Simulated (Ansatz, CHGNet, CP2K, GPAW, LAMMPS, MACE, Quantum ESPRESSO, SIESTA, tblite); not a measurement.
**Running liquid mixture of dimethylformamide and H2O at 300 K (102 atoms) with GPAW**

Aim: run liquid mixture of dimethylformamide and H2O at 300 K (102 atoms) in GPAW and see how near its forces come to a plane-wave reference, and at what cost.

Calculated with GPAW 26.7.0; the method is named at each step.

**1. The starting structure**

The cell holds 102 atoms: 15 C, 5 N, 19 O and 63 H. Cell: a = 10.188 Å, b = 10.188 Å, c = 10.188 Å, α = 90.0°, β = 90.0°, γ = 90.0°. 5 dimethylformamide, 14 H2O placed at random, at 0.97 g/cm³; overlaps pushed apart, then 10 ps at 450 K with MMFF94 bonds, angles, torsions, charges and radii (Halgren, J. Comput. Chem. 17, 490 (1996)) in harmonic and 12-6 forms; SPC/E water (Berendsen, Grigera and Straatsma, J. Phys. Chem. 91, 6269 (1987)). Snapshot after 20 ps at 300 K and fixed volume.

The yardstick, on the same geometry:

```
method                                           : Kohn-Sham DFT, PBE, PAW, plane waves (Ansatz 0.2.0); cutoff 420 eV, Γ point, fermi-dirac smearing of 0.05 eV; PAW set soft_2
r.m.s. force component                           : 0.8876 eV/Å
longest force                                    : 5.941 eV/Å
pressure                                         : 0.9035 GPa
gap (highest filled to lowest empty level) : 3.675 eV
SCF cycles                                       : 10
time                                             : 5 s on 8 threads of Arm Neoverse V2, shared host
CPU time                                         : 35 s
```

**2. PBE, LCAO dzp, h 0.18 Å**

Method: Kohn-Sham DFT, PBE, PAW, atomic orbitals (dzp).

Input file run.py:

```python
import numpy as np
from ase.io import read
from gpaw import GPAW, FermiDirac
from ase.parallel import parprint as print

atoms = read("structure.xyz")
atoms.calc = GPAW(
    mode="lcao",
    basis="dzp",
    h=0.18,
    xc="PBE",
    kpts={"size": (1, 1, 1), "gamma": True},
    occupations=FermiDirac(0.05),
    maxiter=200,
    symmetry={"point_group": False},
    txt="gpaw.txt",
)
energy = atoms.get_potential_energy(force_consistent=True)
forces = atoms.get_forces()
print(f"energy {energy:.6f} eV")
print("forces (eV/A)")
for i, (a, f) in enumerate(zip(atoms, forces)):
    print(f"{i:4d} {a.symbol:2s} {f[0]:10.5f} {f[1]:10.5f} {f[2]:10.5f}")
print(f"Fermi level {atoms.calc.get_fermi_level():.4f} eV")
for k in range(len(atoms.calc.get_ibz_k_points())):
    for s in range(atoms.calc.get_number_of_spins()):
        e = atoms.calc.get_eigenvalues(kpt=k, spin=s)
        n = np.searchsorted(e, atoms.calc.get_fermi_level())
        print(f"k {k} spin {s} levels about the Fermi level:", np.round(e[max(n - 6, 0):n], 4).tolist(), "|", np.round(e[n:n + 6], 4).tolist())
```

Input file structure.xyz:

```xyz
102
Lattice="10.18782 0.00000 0.00000 0.00000 10.18782 0.00000 0.00000 0.00000 10.18782" Properties=species:S:1:pos:R:3 pbc="T T T"
C 8.11093 5.56306 4.32055
N 9.14764 4.78573 3.60751
C 8.68196 4.13564 2.39852
C 0.29321 4.89606 3.97732
O 0.91935 5.65078 4.69098
H 8.52812 6.35985 4.91267
H 7.53491 6.06909 3.55942
H 7.59278 4.78848 4.85969
H 9.58012 3.81829 1.86030
H 8.10889 3.24268 2.65596
H 8.14251 4.84584 1.80762
H 0.95063 4.09713 3.51021
C 3.92679 5.63101 4.08226
N 4.11170 4.23915 4.28367
C 4.12647 3.38174 3.15119
C 4.15317 3.62146 5.49562
O 3.98323 4.20879 6.55739
H 2.98585 5.66239 3.43014
H 3.65692 6.16139 4.98113
H 4.80885 6.09344 3.65203
H 4.61325 3.91070 2.40483
H 4.69129 2.40076 3.43686
H 3.12491 3.13265 2.78189
H 4.43557 2.58485 5.44162
C 0.33599 0.88665 8.24867
N 0.83000 2.19232 8.61594
C 0.41515 3.39631 7.87213
C 1.37026 2.28788 9.89930
O 1.65562 1.24200 0.30105
H 0.10015 0.93208 7.22245
H 1.16854 0.28210 8.49807
H 9.60925 0.69298 8.85923
H 0.27731 4.20808 8.62582
H 1.22784 3.46692 7.17936
H 9.65143 3.19490 7.37415
H 1.66143 3.27600 0.05848
C 5.50774 1.60519 0.37298
N 6.34620 1.82280 9.38033
C 6.04983 0.93005 8.25916
C 6.94218 3.02578 9.16985
O 6.86262 3.97182 9.99303
H 4.47704 1.67692 0.02038
H 5.77028 0.65528 0.74891
H 5.65383 2.35787 1.14083
H 6.65947 1.21531 7.37119
H 6.26184 10.06241 8.63397
H 5.00375 1.03223 7.92826
H 7.54001 3.04096 8.15647
C 7.19484 0.90672 4.55141
N 7.06097 9.90745 5.19895
C 8.22942 9.37269 5.74868
C 5.86472 9.17301 5.20272
O 4.82933 9.58389 4.63760
H 7.51739 1.64971 5.21433
H 7.94589 0.73984 3.78620
H 6.26245 1.25280 4.04141
[... 42 atom lines left out ...]
H 4.60357 5.48696 7.31210
O 2.56916 9.92620 5.72423
H 2.55225 9.27621 6.48394
H 3.41689 9.81148 5.20628
```

Launch:

```
$ OMP_NUM_THREADS=1 mpirun -np 2 gpaw python run.py > output.txt
```

Log:

```text
energy -521.967365 eV
forces (eV/A)
   0 C     1.23121   -0.70724   -1.24991
   1 N     1.11109    1.71589    1.52203
   2 C     1.50907   -0.75118    1.07011
   3 C    -0.79364   -3.42028   -3.39599
   4 O     0.24145    2.60871    2.74963
   5 H     0.74837    0.45140    1.07838
   6 H    -1.17772    0.27258   -0.67022
   7 H    -1.29028   -0.22495    1.02193
   8 H     0.41002   -0.34212   -0.52060
   9 H    -0.67911   -0.54957   -0.06362
  10 H    -0.93341    0.73914   -0.88814
  11 H    -0.68034   -0.16764   -0.50007
  12 C    -2.17473    0.08561   -1.11994
  13 N     0.49517   -1.67549    1.67046
  14 C     0.15905   -2.49986    1.25125
  15 C     0.05806    1.71945   -1.25267
  16 O    -0.34641    0.45282    2.33196
  17 H     1.07776    0.82340    0.02021
  18 H    -0.17140    0.25733    1.16719
  19 H     0.57593    0.45076   -0.81425
  20 H     1.60824    1.12749   -2.50390
  21 H    -0.83333    1.16700   -0.62499
  22 H    -0.70893   -0.35793   -0.10158
  23 H     0.12696   -1.81045   -0.15525
[...]
94 H     0.12988   -0.48963   -0.69069
  95 H     0.04800    0.41269   -0.36345
  96 O     1.06034    0.59528    0.23805
  97 H    -0.44872   -0.26707    0.27139
  98 H    -0.35770    0.15609   -0.22548
  99 O    -1.24705    0.72901   -0.49143
 100 H     0.64560   -0.12875    0.41653
 101 H    -0.01497   -0.35915    0.52795
Fermi level -0.6059 eV
k 0 spin 0 levels about the Fermi level: [-2.1433, -2.0299, -1.9754, -1.9483, -1.8853, -1.7813] | [1.8762, 2.4096, 2.4984, 2.9069, 2.9279, 3.076]
```

gpaw.txt:

```text
Input parameters:
  mode=LCAO(),
  basis={'default': 'dzp'},
  h=0.18,
  kpts=MonkhorstPack(size=(1, 1, 1), gamma=True),
  maxiter=200,
  occupations=Occupations(name='fermi-dirac', width=0.05, fixmagmom=False),
  symmetry=Symmetry(point_group=False),
  xc=XC(name='PBE')
Unit cell  # Å
| periodic |         x |         y |         z |   lengths |    angles |
|----------|-----------|-----------|-----------|-----------|-----------|
|      yes | 10.187820 |  0.000000 |  0.000000 | 10.187820 | 90.000000 |
|      yes |  0.000000 | 10.187820 |  0.000000 | 10.187820 | 90.000000 |
|      yes |  0.000000 |  0.000000 | 10.187820 | 10.187820 | 90.000000 |
Number of symmetries: 1
Symmetry operations  # r_c * U_cc + t_c -> r_c
|   | kind |            matrix            |
|---|------|------------------------------|
| 0 |  E   |  1, 0, 0,  0, 1, 0,  0, 0, 1 |
BZ-sampling:
  Number of BZ points: 1
  Number of IBZ points: 1
  Monkhorst-Pack size: [1, 1, 1]
  Monkhorst-Pack shift: [0, 0, 0]
[... lines left out ...]
        l=0, rc=6.4219 Bohr: 1s-sz confined orbital
        l=0, rc=3.6094 Bohr: 1s-dz split-valence wave
        l=1, rc=6.4219 Bohr: p-type Gaussian polarization
      Number of RI-basis functions 0
Reference energy: -62386.103196  # eV
eigensolver:
density mixing:
  MSR1-Mixer
occupation numbers:
  Fermi-Dirac:
    width: 0.0500  # eV
FastPoissonSolver using
    Stencil: 6*3+1=19 point O(h^6) finite-difference Laplacian
xc functional:
  name: PBE with 2 nearest neighbor stencil
interpolation: tri-quintic # 5. degree polynomial
Initialization done in: 3.739 s
convergence criteria:
- Maximum [total energy] change in last 3 cyles: 0.0005 eV / valence electron
- Maximum integral of absolute [dens]ity change: 0.0001 electrons / valence electron
- Maximum integral of absolute [eigenst]ate change: 4e-08 eV^2 / valence electron
maximum number of iterations: 200
SCF iterations
|iter     |      energy | eigst |  dens |
|---------|-------------|-------|-------|
|iter:   1| -543.750217 |      c|       |
|iter:   2| -539.051927 |      c| -0.79 |
|iter:   3| -522.241155 |      c| -0.83 |
|iter:   4| -522.033638 |      c| -1.41 |
|iter:   5| -522.009110 |      c| -1.86 |
|iter:   6| -521.967584c|      c| -2.34 |
|iter:   7| -521.967381c|      c| -2.78 |
|iter:   8| -521.967377c|      c| -3.23 |
|iter:   9| -521.967369c|      c| -3.70 |
|iter:  10| -521.967365c|      c| -4.08c|
Converged in 10 steps
SCF loop duration: 21.645 s (2.164 s/step)
Energy contributions relative to reference atoms: (reference = -62386.103196)
Energy contributions:
  Kinetic:         454.120431
  Coulomb:        -494.327435
  Zero:              6.545088
  External:          0.000000
  Xc:             -488.305449
  Entropy:          -0.000000
  Spinorbit:         0.000000
  ----------------------------
  Free energy:    -521.967365
  Extrapolated:   -521.967365
dipole moment: (-56.306758, 48.649302, -48.387009)  # |e|*Ang
Fermi level: -0.606
Eigenvalues  # (at kpt = [0.000, 0.000, 0.000])
| band index |      eig [eV] | occ [0-2] |
|------------|---------------|-----------|
|          0 |       -23.182 |     2.000 |
|        ... |               |           |
|        123 |        -2.193 |     2.000 |
|        124 |        -2.167 |     2.000 |
[...]
|        138 |         4.282 |     0.000 |
|        ... |               |           |
|        161 |         7.002 |     0.000 |
Gap: 3.658 eV
Transition (v -> c):
  (s=0, k=0, n=130, [0.00, 0.00, 0.00]) -> (s=0, k=0, n=131, [0.00, 0.00, 0.00])
No difference between direct/indirect transitions
Force computation time: 3.936  # s
```

Run time: 31 s. Hardware: 2 MPI ranks of Arm Neoverse V2, shared host; peak memory 1.1 GiB.

Banners, paths, timers and routine set-up lines are dropped from the logs unmarked, and long logs keep their key lines alone; longer cuts are marked.

Against the reference:

```
r.m.s. force component                           : 0.9801 eV/Å
r.m.s. difference of force components            : 385.6 meV/Å
longest difference of force vectors              : 1521 meV/Å
force difference over r.m.s. force               : 43.44 %
slope of forces against the reference's          : 1.015
correlation of force components                  : 0.9195
gap (highest filled to lowest empty level) : 3.658 eV
gap difference                                   : -0.017 eV
```

This run lies far from the reference in forces at the same functional.

Length of the force difference by element (eV/Å):

```csv
element,atoms,mean,most
C,15,0.34,0.76
H,63,0.62,0.79
N,5,0.39,0.54
O,19,0.93,1.5
```

Levels nearest the highest filled one (eV from it): -0.36, -0.25, -0.19, -0.17, -0.10, 0.00, 3.66, 4.19, 4.28, 4.69, 4.71, 4.86.

Local excerpt of 11 atoms (numbers count through the whole input) about N38, one of the 5 N atoms; x, y, z are measured from there.

| atom | x | y | z | distance (Å) | bonds | Fx | Fy | Fz (eV/Å) |
| --- | --- | --- | --- | --- | --- | --- | --- | --- |
| N38 | 0.00 | 0.00 | 0.00 | 0.00 | 3 | -0.03 | 0.45 | -0.50 |
| C40 | 0.60 | 1.20 | -0.21 | 1.36 | 3 | 0.14 | -0.17 | -0.48 |
| C39 | -0.30 | -0.89 | -1.12 | 1.46 | 4 | 0.80 | -0.66 | 0.54 |
| C37 | -0.84 | -0.22 | 1.18 | 1.46 | 4 | 0.09 | 1.17 | -1.27 |
| H43 | -0.58 | -1.17 | 1.56 | 2.03 | 1 | -0.02 | -2.11 | 0.92 |
| H42 | -1.87 | -0.15 | 0.83 | 2.05 | 1 | -0.90 | -0.31 | 0.15 |
| H46 | -0.08 | -1.95 | -0.75 | 2.09 | 1 | -0.21 | 0.51 | -0.73 |
| H48 | 1.19 | 1.22 | -1.22 | 2.10 | 1 | -0.61 | 0.25 | 1.11 |
| H45 | 0.31 | -0.61 | -2.01 | 2.12 | 1 | 0.25 | -0.20 | 0.23 |
| H47 | -1.34 | -0.79 | -1.45 | 2.13 | 1 | -0.60 | -0.11 | 0.10 |
| H44 | -0.69 | 0.54 | 1.95 | 2.14 | 1 | 0.41 | 0.68 | 0.36 |

Atoms are counted from 1 here, from 0 in the log.

Forces lie 43 % from the reference's, at 1.8 times its CPU time (on 2 against 8 cores).

**3. PBE, LCAO szp(dzp), h 0.18 Å**

Method: Kohn-Sham DFT, PBE, PAW, atomic orbitals (szp(dzp)).

run.py, as its differences from that of step 2:

```diff
@@ -3,3 +3,2 @@
 from gpaw import GPAW, FermiDirac
-from ase.parallel import parprint as print
 
@@ -8,3 +7,3 @@
     mode="lcao",
-    basis="dzp",
+    basis="szp(dzp)",
     h=0.18,
```

structure.xyz is that of step 2.

Launch:

```
$ OMP_NUM_THREADS=1 python run.py > output.txt
```

Log:

```text
energy -459.454738 eV
forces (eV/A)
   0 C     1.67561   -1.20291   -1.43685
   1 N     0.14949    1.37768    1.31820
   2 C     1.54115   -0.30545    1.81451
   3 C    -0.39958   -2.53234   -2.87814
   4 O     1.08807    3.52655    3.58363
   5 H     1.67317    1.92614    2.00582
   6 H    -2.19451    1.28208   -2.29314
   7 H    -2.18079   -1.76821    1.90165
   8 H     1.99579   -0.82159   -1.29159
   9 H    -1.67092   -2.17755    0.45216
  10 H    -1.93778    2.26114   -1.98892
  11 H     0.16736   -1.62067   -1.26534
  12 C    -1.95529   -0.72747   -1.34695
  13 N     0.62458   -1.23602    0.56784
  14 C     0.35856   -2.60647    2.27462
  15 C    -0.21696    2.04154   -0.02550
  16 O    -0.68452    1.08617    3.25488
  17 H    -0.48905    0.71753   -0.87361
  18 H    -0.67778    1.07308    2.91567
  19 H     2.27132    1.33226   -1.60909
  20 H     2.47991    2.36876   -3.95696
  21 H    -0.14308    0.02213   -0.18189
  22 H    -2.49927   -0.75612   -0.77790
  23 H     0.65426   -3.63039   -0.55728
[...]
94 H     0.29565    0.50051   -2.50539
  95 H     0.91392   -0.83948   -0.52358
  96 O     2.82119    0.52776    1.65357
  97 H    -1.68440    1.25750   -0.16432
  98 H    -0.96537   -1.06192   -0.92731
  99 O    -2.76722    2.13282   -1.29983
 100 H     0.70664   -1.54022    2.05223
 101 H     1.09195   -0.59351   -0.20976
Fermi level -0.0722 eV
k 0 spin 0 levels about the Fermi level: [-1.7905, -1.753, -1.6024, -1.5731, -1.4627, -0.9764] | [0.832, 1.6918, 1.7681, 2.0357, 2.1574, 4.4952]
```

gpaw.txt:

```text
Input parameters:
  mode=LCAO(),
  basis={'default': 'szp(dzp)'},
  h=0.18,
  kpts=MonkhorstPack(size=(1, 1, 1), gamma=True),
  maxiter=200,
  occupations=Occupations(name='fermi-dirac', width=0.05, fixmagmom=False),
  symmetry=Symmetry(point_group=False),
  xc=XC(name='PBE')
Unit cell  # Å
| periodic |         x |         y |         z |   lengths |    angles |
[... lines left out ...]
  Fermi-Dirac:
[... lines left out ...]
convergence criteria:
- Maximum [total energy] change in last 3 cyles: 0.0005 eV / valence electron
[... lines left out ...]
Converged in 10 steps
[... lines left out ...]
  Free energy:    -459.454738
  Extrapolated:   -459.454738
dipole moment: (-57.685720, 47.918049, -48.824404)  # |e|*Ang
Fermi level: -0.072
Eigenvalues  # (at kpt = [0.000, 0.000, 0.000])
| band index |      eig [eV] | occ [0-2] |
|------------|---------------|-----------|
|          0 |       -24.185 |     2.000 |
|        ... |               |           |
|        123 |        -1.914 |     2.000 |
|        124 |        -1.887 |     2.000 |
[...]
|        138 |         4.964 |     0.000 |
|        ... |               |           |
|        161 |         7.725 |     0.000 |
Gap: 1.808 eV
Transition (v -> c):
  (s=0, k=0, n=130, [0.00, 0.00, 0.00]) -> (s=0, k=0, n=131, [0.00, 0.00, 0.00])
No difference between direct/indirect transitions
Force computation time: 6.160  # s
timing:  # [seconds]
  Total:  43.555  # ━━━━━━━━━━━━━━━━━━━━━━━━━━━━━━━━━━━━━━━━━━━━━━━━━━━━━━━━━
  Init:    5.658  # ━━━━━━━╸
  SCF:    31.705  # ━━━━━━━━━━━━━━━━━━━━━━━━━━━━━━━━━━━━━━━━━╸
  Forces:  6.160  # ━━━━━━━━
```

It took 45 s on 1 thread; peak memory 0.88 GiB.

Numbers from this run, and their distance from the reference:

| Property | Result |
| --- | --- |
| r.m.s. force component | 1.612 eV/Å |
| r.m.s. difference of force components | 1412 meV/Å |
| longest difference of force vectors | 3390 meV/Å |
| force difference over r.m.s. force | 159.1 % |
| slope of forces against the reference's | 0.8836 |
| correlation of force components | 0.4865 |
| gap (highest filled to lowest empty level) | 1.808 eV |
| gap difference | -1.866 eV |

This is a coarse setting, run to see what it loses.

Against the first run (43 %), the force difference from the reference is 159 %, at 0.72 times the CPU time (on 1 against 2 cores), with 603 basis functions against 822: the smaller basis costs accuracy.

**4. PBE, LCAO dzp, h 0.28 Å**

Method: Kohn-Sham DFT, PBE, PAW, atomic orbitals (dzp).

run.py, as its differences from that of step 3:

```diff
@@ -7,4 +7,4 @@
     mode="lcao",
-    basis="szp(dzp)",
-    h=0.18,
+    basis="dzp",
+    h=0.28,
     xc="PBE",
```

structure.xyz is that of step 3.

Log:

```text
energy -479.836352 eV
forces (eV/A)
   0 C     1.66662   -0.34966   -1.64396
   1 N    -0.87549    0.38584    2.12367
   2 C     1.94819   -0.43170    1.01487
   3 C    -0.76704   -3.70886   -3.31754
   4 O    -3.43821    3.54020    3.96331
   5 H     2.68420   -0.15006   -0.78650
   6 H     0.73655   -0.90512    0.91291
   7 H    -2.95312   -1.83037    2.64399
   8 H    -1.50678   -0.54603    0.97318
   9 H     1.07828   -1.56973   -1.94460
  10 H    -1.48558    2.64028   -2.77222
  11 H    -2.56771   -0.75070   -2.29218
[...]
97 H     1.36093    1.47303   -0.33382
  98 H    -0.75710   -1.74727   -2.01157
  99 O    -2.93640   -0.58894   -3.80031
 100 H     1.08390   -0.80612   -1.39763
 101 H     1.42910    1.25226   -1.39330
Fermi level -0.5875 eV
k 0 spin 0 levels about the Fermi level: [-2.1225, -2.0166, -1.9549, -1.9413, -1.872, -1.7548] | [1.9351, 2.4425, 2.5339, 2.9469, 2.952, 3.1027]
```

gpaw.txt:

```text
Input parameters:
  mode=LCAO(),
  basis={'default': 'dzp'},
  h=0.28,
  kpts=MonkhorstPack(size=(1, 1, 1), gamma=True),
  maxiter=200,
  occupations=Occupations(name='fermi-dirac', width=0.05, fixmagmom=False),
  symmetry=Symmetry(point_group=False),
  xc=XC(name='PBE')
[... lines left out ...]
  Fermi-Dirac:
[... lines left out ...]
convergence criteria:
- Maximum [total energy] change in last 3 cyles: 0.0005 eV / valence electron
[... lines left out ...]
Converged in 10 steps
[... lines left out ...]
  Free energy:    -479.836352
[... lines left out ...]
Fermi level: -0.588
[... lines left out ...]
|          0 |       -23.198 |     2.000 |
|        ... |               |           |
|        123 |        -2.178 |     2.000 |
|        124 |        -2.143 |     2.000 |
[...]
|        138 |         4.295 |     0.000 |
|        ... |               |           |
|        161 |         7.026 |     0.000 |
Gap: 3.690 eV
Transition (v -> c):
  (s=0, k=0, n=130, [0.00, 0.00, 0.00]) -> (s=0, k=0, n=131, [0.00, 0.00, 0.00])
No difference between direct/indirect transitions
Force computation time: 3.785  # s
timing:  # [seconds]
  Total:  27.952  # ━━━━━━━━━━━━━━━━━━━━━━━━━━━━━━━━━━━━━━━━━━━━━━━━━━━━━━━━━
  Init:    4.381  # ━━━━━━━━━
  SCF:    19.757  # ━━━━━━━━━━━━━━━━━━━━━━━━━━━━━━━━━━━━━━━━╸
  Forces:  3.785  # ━━━━━━━╸
```

Run time: 29 s. Hardware: 1 thread; peak memory 0.37 GiB.

Numbers from this run, and their distance from the reference:

```yaml
r_m_s_force_component: 1.851 eV/Å
r_m_s_difference_of_force_components: 1630 meV/Å
longest_difference_of_force_vectors: 5329 meV/Å
force_difference_over_r_m_s_force: 183.6 %
slope_of_forces_against_the_reference_s: 0.9877
correlation_of_force_components: 0.4762
spacing_of_highest_filled_and_lowest_empty_level: 3.69 eV
gap_difference: 0.0154 eV
energy_less_the_same_level_run_s: 413 meV/atom
r_m_s_force_difference_from_the_same_level_run: 1557 meV/Å
```

This is a coarse setting, run to see what it loses.

Against the first run (43 %), the force difference from the reference is 184 %, at 0.47 times the CPU time (on 1 against 2 cores): the grid matters here.

The forces add up to 38 eV/Å instead of zero, usually a sign of too coarse a grid.

[end of part 1 of 2]

[Also dropped from logs without a mark: logging warnings of Python, and SIESTA's first energy breakdown and zero terms.]

[Logs are printed without paths, hosts, clocks, repeated set-up lines and the standing remarks that a program may print on its own settings, such as how far it seeks lower states.]

[Hosts, paths, dates, database ids (printed as entryN), source tags and the programs' standing remarks are cut or masked in the printed files.]

[The MMFF94 radii named for the starting cell were scaled by 0.96; in molecules described by MMFF94, hydrogen bound to N, O or S took a small fixed 12-6 site in their place.]
